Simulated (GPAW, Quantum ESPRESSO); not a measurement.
The F K edge of atom 5 in KCoF3 (Pm-3m), with 2 Co at 2.04 Å (linear, site symmetry 4/mmm), was computed in 2 ways: full core hole (charged cell) and no core hole. Program and functional: GPAW, LDA + U, Gaussian full width 0.9 eV up to 4 eV, rising linearly to 3.5 eV at 25 eV; cells of 10 atoms.

Each run is counted from its own lowest empty level or Fermi level and scaled to a mean of 1 over its first 20 eV.

| E (eV) | run 1 | run 2 |
| --- | --- | --- |
| -2.0 | 0.00 | 0.00 |
| -1.4 | 0.00 | 0.00 |
| -0.8 | 0.00 | 0.00 |
| -0.2 | 0.01 | 0.01 |
| 0.4 | 0.07 | 0.08 |
| 1.0 | 0.36 | 0.17 |
| 1.6 | 0.93 | 0.59 |
| 2.2 | 0.69 | 0.66 |
| 2.8 | 0.81 | 0.64 |
| 3.4 | 1.26 | 0.90 |
| 4.0 | 1.72 | 1.35 |
| 4.6 | 2.32 | 1.49 |
| 5.2 | 2.16 | 1.43 |
| 5.8 | 1.93 | 2.00 |
| 6.4 | 1.78 | 2.45 |
| 7.0 | 1.58 | 1.88 |
| 7.6 | 1.31 | 1.43 |
| 8.2 | 1.10 | 1.29 |
| 8.8 | 1.06 | 1.28 |
| 9.4 | 1.04 | 1.46 |
| 10.0 | 1.06 | 1.65 |
| 10.6 | 1.01 | 1.52 |
| 11.2 | 0.78 | 1.14 |
| 11.8 | 0.52 | 0.80 |
| 12.4 | 0.37 | 0.56 |
| 13.0 | 0.30 | 0.41 |
| 13.6 | 0.30 | 0.36 |
| 14.2 | 0.39 | 0.38 |
| 14.8 | 0.53 | 0.47 |
| 15.4 | 0.70 | 0.59 |
| 16.0 | 0.87 | 0.74 |
| 16.6 | 1.05 | 0.91 |
| 17.2 | 1.19 | 1.03 |
| 17.8 | 1.21 | 1.05 |
| 18.4 | 1.09 | 0.96 |
| 19.0 | 0.91 | 0.80 |
| 19.6 | 0.73 | 0.65 |
| 20.2 | 0.59 | 0.55 |
| 20.8 | 0.54 | 0.49 |
| 21.4 | 0.55 | 0.49 |
| 22.0 | 0.62 | 0.53 |
| 22.6 | 0.71 | 0.58 |
| 23.2 | 0.80 | 0.63 |
| 23.8 | 0.89 | 0.67 |
| 24.4 | 0.97 | 0.69 |
| 25.0 | 1.04 | 0.72 |
| 25.6 | 1.12 | 0.74 |
| 26.2 | 1.20 | 0.78 |
| 26.8 | 1.26 | 0.82 |
| 27.4 | 1.29 | 0.85 |
| 28.0 | 1.28 | 0.89 |
| 28.6 | 1.25 | 0.92 |
| 29.2 | 1.24 | 0.96 |
| 29.8 | 1.25 | 1.02 |
| 30.4 | 1.29 | 1.09 |
| 31.0 | 1.32 | 1.17 |
| 31.6 | 1.33 | 1.23 |

Question: Which run is which?

Run 1: full core hole (charged cell) (area from −2 to 6 eV 7.2, main maxima 1.7 eV (0.93), 4.8 eV (2.36) and 17.6 eV (1.21)). Run 2: no core hole (area from −2 to 6 eV 5.4, main maxima 1.9 eV (0.74), 4.6 eV (1.49), 6.3 eV (2.46), 10.1 eV (1.66) and 17.6 eV (1.06)). With each curve scaled to its own mean, the area from −2 to 6 eV with the hole is 7.2 against 5.4, and the centre of weight from −1 to 20 eV moves by -0.3 eV: the hole pulls the absorber's empty states down.

[Hosts, paths, dates, database ids (printed as entryN), source tags and the programs' standing remarks are cut or masked in the printed files.]

[Lists of maxima count a maximum above −3 eV only where it reaches 4 % of the highest in the window and stands out from its surroundings by 2 % of it (1.5 % where it reaches 55 %); shoulders and weaker maxima are passed over, and of the rest the first, up to two pre-edge ones and the few strongest are named.]
